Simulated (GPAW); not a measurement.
# STM contrast on 1T-SiO2 monolayer

What would a tunnelling microscope show on 1T-SiO2 monolayer?

Main program and level: GPAW 26.7.0; GPAW, PAW setups; layer in a repeated cell with vacuum, relaxation of atoms and in-plane cell, in the first sound run; inputs show where later runs differ.

## (1) The structure

The cell holds 3 atoms: 2 O and 1 Si. Its edges and angles: a = 2.422 Å, b = 2.422 Å, c = 19.859 Å, α = 90.0°, β = 90.0°, γ = 120.0°. Vacuum lies along c.

## (2) Relaxation

The atoms are relaxed first, since the surface dipole, and with it the work function, follows the positions of the outer layers.

Input file run.py:

```python
import json
import numpy as np
from ase import Atoms
from ase.filters import FrechetCellFilter
from ase.optimize import BFGS
from gpaw import GPAW, PW

slab = Atoms(
    ['O', 'Si', 'O'],
    positions=[
        [1.21090, 0.69911, 9.00000],
        [0.00000, 0.00000, 9.92952],
        [-0.00000, 1.39823, 10.85904]],
    cell=[[2.4218, 0.0, 0.0], [-1.2109, 2.09734, 0.0], [0.0, 0.0, 19.859]],
    pbc=[True, True, True])

slab.calc = GPAW(mode=PW(600), xc='PBE', kpts={'size': (15, 15, 1), 'gamma': True},
                 occupations={'name': 'fermi-dirac', 'width': 0.05}, nbands='200%',
                 convergence={'density': 1e-05}, maxiter=200,
                 symmetry={'tolerance': 1e-3}, txt='slab.txt')
result = {}
# The in-plane cell is free; stress needs a cell that repeats along all three vectors
path = []
opt = BFGS(FrechetCellFilter(slab, mask=[1, 1, 0, 0, 0, 1]), maxstep=0.2)
opt.attach(lambda: path.append((slab.get_potential_energy(), slab.positions.tolist(), slab.get_forces().tolist())))
result['relaxed'] = bool(opt.run(fmax=0.02, steps=45))
result['path'] = path
result['cell'] = slab.cell.tolist()
print('in-plane lattice', slab.cell.cellpar().round(4)[[0, 1, 5]])
energy = slab.get_potential_energy()
fermi = slab.calc.get_fermi_level()
v = slab.calc.get_electrostatic_potential().mean((0, 1)) - fermi
n = slab.calc.get_pseudo_density().mean((0, 1))
L = slab.cell[2, 2]
z = np.arange(len(v)) * L / len(v)
low, high = slab.positions[:, 2].min(), slab.positions[:, 2].max()
below, above = np.interp([low - 6.8, high + 6.8], z, v)
slopes = [np.interp(x, z, np.gradient(v, z)) for x in (low - 6.8, high + 6.8)]
eps = np.array([[slab.calc.get_eigenvalues(k, s) for k in range(len(slab.calc.get_ibz_k_points()))]
                for s in range(slab.calc.get_number_of_spins())]) - fermi
top, bottom = eps[eps < 0].max(), eps[eps > 0].min()
dipole = slab.get_dipole_moment()[2]
print(f'energy {energy:.4f} eV, Fermi level {fermi:.4f} eV, dipole {dipole:.5f} e A')
print(f'potential 6.8 A off the faces, from the Fermi level: lower {below:.4f} eV, upper {above:.4f} eV')
print(f'slope of the potential there: lower {slopes[0]:.5f}, upper {slopes[1]:.5f} eV/A')
print(f'nearest levels on the mesh: {top:.4f} and {bottom:.4f} eV')
print('magnetic moment', round(slab.get_magnetic_moment(), 3))
result.update(energy=energy, fermi=fermi, dipole=dipole, below=below, above=above, slopes=slopes, edges=[top, bottom],
              z=z.tolist(), v=v.tolist(), n=n.tolist(), positions=slab.positions.tolist(),
              forces=slab.get_forces(apply_constraint=False).tolist(), moments=slab.get_magnetic_moments().tolist())
json.dump(result, open('result.json', 'w'))
```

Started as:

```sh
> OMP_NUM_THREADS=1 OPENBLAS_NUM_THREADS=1 python run.py
```

The log of the run:

```text
Step          Energy          fmax
BFGS:    0      -21.097643        5.448178
BFGS:    1      -21.981269        3.412766
BFGS:    2      -22.585749        1.297684
BFGS:    3      -22.772550        1.142790
BFGS:    4      -22.855332        0.776544
BFGS:    5      -22.885787        0.286855
BFGS:    6      -22.887418        0.046753
BFGS:    7      -22.885508        0.007235
in-plane lattice [  2.6833   2.6833 120.    ]
energy -22.8855 eV, Fermi level -2.6336 eV, dipole 0.00030 e A
potential 6.8 A off the faces, from the Fermi level: lower 5.6968 eV, upper 5.6948 eV
slope of the potential there: lower -0.00006, upper 0.00096 eV/A
nearest levels on the mesh: -3.3587 and 3.3998 eV
magnetic moment 0.0
```

Wall time 2.4 min (1 thread of Arm Neoverse V2, shared host); peak memory 0.35 GiB.

Numbers from this step:

* dipole along the normal: 3.01e-4 e·Å
* levels nearest the Fermi level on the mesh: -3.359, 3.400 eV from the Fermi level

Table of electrostatic potential energy of an electron (without an applied field's), less the Fermi level, planar mean by z:

| z (Å) | electrostatic potential energy of an electron (without an applied field's), less the Fermi level, planar mean (eV) |
| --- | --- |
| 0.0 | 5.70 |
| 0.5 | 5.70 |
| 1.0 | 5.70 |
| 1.5 | 5.70 |
| 2.0 | 5.70 |
| 2.5 | 5.70 |
| 3.0 | 5.70 |
| 3.5 | 5.70 |
| 4.0 | 5.70 |
| 4.5 | 5.70 |
| 5.0 | 5.70 |
| 5.5 | 5.70 |
| 6.0 | 5.70 |
| 6.5 | 5.69 |
| 7.0 | 5.68 |
| 7.5 | 5.57 |
| 8.0 | 4.91 |
| 8.5 | 0.238 |
| 9.0 | -16.8 |
| 9.5 | -16.2 |
| 10.0 | -23.0 |
| 10.5 | -14.9 |
| 11.0 | -12.6 |
| 11.5 | 2.56 |
| 12.0 | 5.23 |
| 12.5 | 5.62 |
| 13.0 | 5.68 |
| 13.5 | 5.69 |
| 14.0 | 5.69 |
| 14.5 | 5.69 |
| 15.0 | 5.69 |
| 15.5 | 5.69 |
| 16.0 | 5.69 |
| 16.5 | 5.69 |
| 17.0 | 5.69 |
| 17.5 | 5.69 |
| 18.0 | 5.70 |
| 18.5 | 5.70 |
| 19.0 | 5.70 |
| 19.5 | 5.70 |

Pseudo valence density, planar mean against z:

z (Å), pseudo valence density, planar mean (e/Å³) and a bar:
```
      6.0       0.00 
      6.5       0.00 
      7.0       0.00 
      7.5       0.01 
      8.0       0.07 ##
      8.5       0.46 ############
      9.0       1.19 ##############################
      9.5       0.71 ##################
     10.0       0.39 ##########
     10.5       0.91 #######################
     11.0       1.08 ###########################
     11.5       0.28 #######
     12.0       0.04 #
     12.5       0.01 
     13.0       0.00 
     13.5       0.00 
     14.0       0.00
```

The relaxation lowered the energy of the cell by 1.79 eV (energies extrapolated to zero smearing; the optimiser's log prints free energies). The largest force left on a free atom is 0.0024 eV/Å.

## (3) The slab's potential

With the geometry fixed, the planar mean of the potential gives the vacuum level on each side.

This step: GPAW, PAW setups; slab in vacuum (GPAW 26.7.0).

Input file run.py:

```python
import json
import numpy as np
from ase import Atoms
from ase.dft.stm import STM
from gpaw import GPAW, PW

slab = Atoms(
    ['O', 'Si', 'O'],
    positions=[
        [1.34163, 0.77459, 9.00000],
        [0.00000, 0.00000, 9.92810],
        [0.00000, 1.54918, 10.85619]],
    cell=[[2.68325, -0.0, 0.0], [-1.34163, 2.32377, 0.0], [0.0, 0.0, 19.8562]],
    pbc=[True, True, False])

slab.calc = GPAW(mode=PW(500), xc='PBE', kpts={'size': (15, 15, 1), 'gamma': True},
                 occupations={'name': 'fermi-dirac', 'width': 0.05}, nbands='200%',
                 convergence={'density': 1e-05}, maxiter=200,
                 poissonsolver={'dipolelayer': 'xy'},
                 symmetry={'tolerance': 1e-3}, txt='slab.txt')
result = {}
energy = slab.get_potential_energy()
fermi = slab.calc.get_fermi_level()
v = slab.calc.get_electrostatic_potential().mean((0, 1)) - fermi
n = slab.calc.get_pseudo_density().mean((0, 1))
L = slab.cell[2, 2]
z = np.arange(len(v)) * L / len(v)
low, high = slab.positions[:, 2].min(), slab.positions[:, 2].max()
below, above = np.interp([low - 6.8, high + 6.8], z, v)
slopes = [np.interp(x, z, np.gradient(v, z)) for x in (low - 6.8, high + 6.8)]
eps = np.array([[slab.calc.get_eigenvalues(k, s) for k in range(len(slab.calc.get_ibz_k_points()))]
                for s in range(slab.calc.get_number_of_spins())]) - fermi
top, bottom = eps[eps < 0].max(), eps[eps > 0].min()
dipole = slab.get_dipole_moment()[2]
print(f'energy {energy:.4f} eV, Fermi level {fermi:.4f} eV, dipole {dipole:.5f} e A')
print(f'potential 6.8 A off the faces, from the Fermi level: lower {below:.4f} eV, upper {above:.4f} eV')
print(f'slope of the potential there: lower {slopes[0]:.5f}, upper {slopes[1]:.5f} eV/A')
print(f'nearest levels on the mesh: {top:.4f} and {bottom:.4f} eV')
print('magnetic moment', round(slab.get_magnetic_moment(), 3))
result.update(energy=energy, fermi=fermi, dipole=dipole, below=below, above=above, slopes=slopes, edges=[top, bottom],
              z=z.tolist(), v=v.tolist(), n=n.tolist(), positions=slab.positions.tolist(),
              forces=slab.get_forces(apply_constraint=False).tolist(), moments=slab.get_magnetic_moments().tolist())

# Images need the states of the whole zone, up to time reversal
slab.calc = slab.calc.fixed_density(symmetry={'point_group': False}, txt='states.txt', nbands='290%',
                                    convergence={'bands': 'CBM+1.8'})
stm = STM(slab)
result['stm'] = []
for bias in [-2.0, -1.0, 1.5]:
    height = high + 4.0
    current = stm.get_averaged_current(bias, height)
    x, y, h = stm.scan(bias, current)
    i, f = divmod(height / L * stm.ldos.shape[2], 1)
    I = abs((1 - f) * stm.ldos[:, :, int(i)] + f * stm.ldos[:, :, int(i) + 1])
    print(f'bias {bias} V: mean current at 4.0 A {current:.4e}, corrugation {np.ptp(h):.4f} A')
    result['stm'].append(dict(bias=bias, current=current, h=(h - high).tolist(), I=I.tolist()))
json.dump(result, open('result.json', 'w'))
```

The log of the run:

```text
energy -22.1964 eV, Fermi level -4.2528 eV, dipole -0.00007 e A
potential 6.8 A off the faces, from the Fermi level: lower 7.3175 eV, upper 7.3192 eV
slope of the potential there: lower -0.00073, upper 0.00073 eV/A
nearest levels on the mesh: -1.7375 and 4.9925 eV
magnetic moment 0.0
bias -2.0 V: mean current at 4.0 A 4.8894e-07, corrugation 0.2945 A
bias -1.0 V: mean current at 4.0 A 0.0000e+00, corrugation 0.0000 A
bias 1.5 V: mean current at 4.0 A 0.0000e+00, corrugation 0.0000 A
```

It took 69 s on 1 thread; peak memory 0.42 GiB.

Numbers from this step:

- dipole along the normal: -6.84e-5 e·Å
- levels nearest the Fermi level on the mesh: -1.737, 4.992 eV from the Fermi level
- upper work function: 7.319 eV
- lower work function: 7.318 eV
- corrugation -2: 0.2945 Å
- upper ionisation energy: 9.057 eV

Electrostatic potential energy of an electron (without an applied field's), less the Fermi level, planar mean against z:

z (Å), electrostatic potential energy of an electron (without an applied field's), less the Fermi level, planar mean (eV) and a bar from the least value:
```
        0        7.3 ##############################
        1        7.3 ##############################
        2        7.3 ##############################
        3        7.3 ##############################
        4        7.3 ##############################
        5        7.3 ##############################
        6        7.3 ##############################
        7        7.3 ##############################
        8        6.5 #############################
        9      -15.2 ######
       10      -21.3 
       11      -10.9 ###########
       12        6.9 ##############################
       13        7.3 ##############################
       14        7.3 ##############################
       15        7.3 ##############################
       16        7.3 ##############################
       17        7.3 ##############################
       18        7.3 ##############################
       19        7.3 ##############################
```

Pseudo valence density, planar mean against z:

z (Å), pseudo valence density, planar mean (e/Å³) and a bar:
```
      6.0       0.00 
      6.5       0.00 
      7.0       0.00 
      7.5       0.01 
      8.0       0.07 ##
      8.5       0.45 ###########
      9.0       1.18 ##############################
      9.5       0.71 ##################
     10.0       0.38 ##########
     10.5       0.91 #######################
     11.0       1.08 ###########################
     11.5       0.27 #######
     12.0       0.04 #
     12.5       0.01 
     13.0       0.00 
     13.5       0.00 
     14.0       0.00
```

Tip height over the top atom over a1 and a2. Sample bias -2 V, constant current at the mean current 4.0 Å over the top atom.

Ten even steps from '_' (3.86 Å) to '@' (4.15 Å):
```
++++==::____....____::==++++
++==--..____::____..--==++**
==::......====......::==####
..____..==++==..____..**##**
______==++++==______..%%%%..
__..::======::..____@@@@@@__
::..__....__..::--##@@@@##--
______..______--++##%%##++--
____....______############__
..::--::....@@@@%%##%%@@@@..
========**%%@@@@####@@@@%%**
++++++####%%@@##++##@@%%####
++++**##**..__----__..**##**
**++++==..____::____..==++++
```
Columns: a1 from 0 to 0.929; rows upwards: a2 from 0 to 0.929.

Local density of states summed over the bias window over a1 and a2. Sample bias -2 V, constant height 4.0 Å over the top atom.

Ten even steps from '0' (3.44 × 1e-7 arbitrary) to '9' (8.00 × 1e-7 arbitrary):
```
73221000012237
42210000012246
32100220012344
21003530012333
10025520013333
00023200024542
10000001247742
00000002368632
11111124688642
22222347888743
32233357667533
43443344344334
77643322223346
97432101012347
```
Columns: a1 from 0 to 0.929; rows upwards: a2 from 0 to 0.929.

The layer is gapped, so the Fermi level lies somewhere inside the gap, set by smearing and numerics, and these work functions are no property of the material; the band edges below the vacuum level are. The potential is flat to 7.3e-4 eV/Å where it is read, so the vacuum is wide enough. At -1 and 1.5 V the search found no usable constant-current contour near the set height, since the window lies inside the gap and carries no current, so the printed corrugation is no image; it is left out.

## (4) A changed run

One more run, with changed settings.

run.py, as its differences from that of step 3:

```diff
@@ -3,4 +3,3 @@
 from ase import Atoms
-from ase.dft.stm import STM
-from gpaw import GPAW, PW
+from gpaw import GPAW
 
@@ -15,5 +14,5 @@
 
-slab.calc = GPAW(mode=PW(500), xc='PBE', kpts={'size': (15, 15, 1), 'gamma': True},
+slab.calc = GPAW(mode='fd', h=0.4, xc='PBE', kpts={'size': (15, 15, 1), 'gamma': True},
                  occupations={'name': 'fermi-dirac', 'width': 0.05}, nbands='200%',
-                 convergence={'density': 1e-05}, maxiter=200,
+                 convergence={'density': 1e-05}, maxiter=100,
                  poissonsolver={'dipolelayer': 'xy'},
@@ -42,16 +41,2 @@
               forces=slab.get_forces(apply_constraint=False).tolist(), moments=slab.get_magnetic_moments().tolist())
-
-# Images need the states of the whole zone, up to time reversal
-slab.calc = slab.calc.fixed_density(symmetry={'point_group': False}, txt='states.txt', nbands='290%',
-                                    convergence={'bands': 'CBM+1.8'})
-stm = STM(slab)
-result['stm'] = []
-for bias in [-2.0, -1.0, 1.5]:
-    height = high + 4.0
-    current = stm.get_averaged_current(bias, height)
-    x, y, h = stm.scan(bias, current)
-    i, f = divmod(height / L * stm.ldos.shape[2], 1)
-    I = abs((1 - f) * stm.ldos[:, :, int(i)] + f * stm.ldos[:, :, int(i) + 1])
-    print(f'bias {bias} V: mean current at 4.0 A {current:.4e}, corrugation {np.ptp(h):.4f} A')
-    result['stm'].append(dict(bias=bias, current=current, h=(h - high).tolist(), I=I.tolist()))
 json.dump(result, open('result.json', 'w'))
```

The log of the run:

```text
ValueError: Cannot construct interpolator.  Grid 4 x 4 x 48 may be too small
```

Run time: 0.71 s. Hardware: 1 thread; peak memory 0.1 GiB.

The input was rejected at the start.

The program's message: “ValueError: Cannot construct interpolator. Grid 4 x 4 x 48 may be too small”

The change that led to it: mode = "fd" and h = 0.4.

## (5) What came out

```
work function, both faces (Fermi level placed in the gap by the smearing)        : 7.32 eV
ionisation energy from the upper face (highest filled level on the mesh)         : 9.06 eV
electron affinity from the upper face (lowest empty Kohn-Sham level on the mesh) : 2.33 eV
dipole along the normal                                                          : -6.8e-5 e Å, near the numerical noise
corrugation at -2 V                                                              : 0.294 Å as printed, 0.22 Å or less without short-wave noise
```

In words: At -2 V GPAW's map carries short-wave noise, which can't be real at this height: without waves under 1.5 Å it spans 0.22 Å against 0.29 Å printed. The reading below uses the filtered value, which may still be too high. At -2 V the tip height varies by 0.22 Å over the cell. Negative sample bias images filled states, positive bias empty ones. The levels nearest the Fermi level on the mesh lie 6.73 eV apart, so the slab is gapped there: the smearing puts the Fermi level inside the gap, and from either face the ionisation energy is the work function plus 1.7 eV. Both are Kohn-Sham levels on the mesh, and semilocal gaps are too small, so the affinity tends to come out too large and the ionisation energy too small. The images are of Tersoff-Hamann type: an s-wave tip, no tip-sample forces, heights closer than in a microscope. The starting lattice was a guess from atomic radii; the relaxation moved it by 11 %. Biases count from a Fermi level whose place in the gap is arbitrary, so only their reach past the band edges has a meaning. The layer's cell and atoms come from the relaxation; spin-orbit coupling and temperature are left out.

[Logs are printed without paths, hosts, clocks, repeated set-up lines and the standing remarks that a program may print on its own settings, such as how far it seeks lower states.]

[Hosts, paths, dates, database ids (printed as entryN), source tags and the programs' standing remarks are cut or masked in the printed files.]
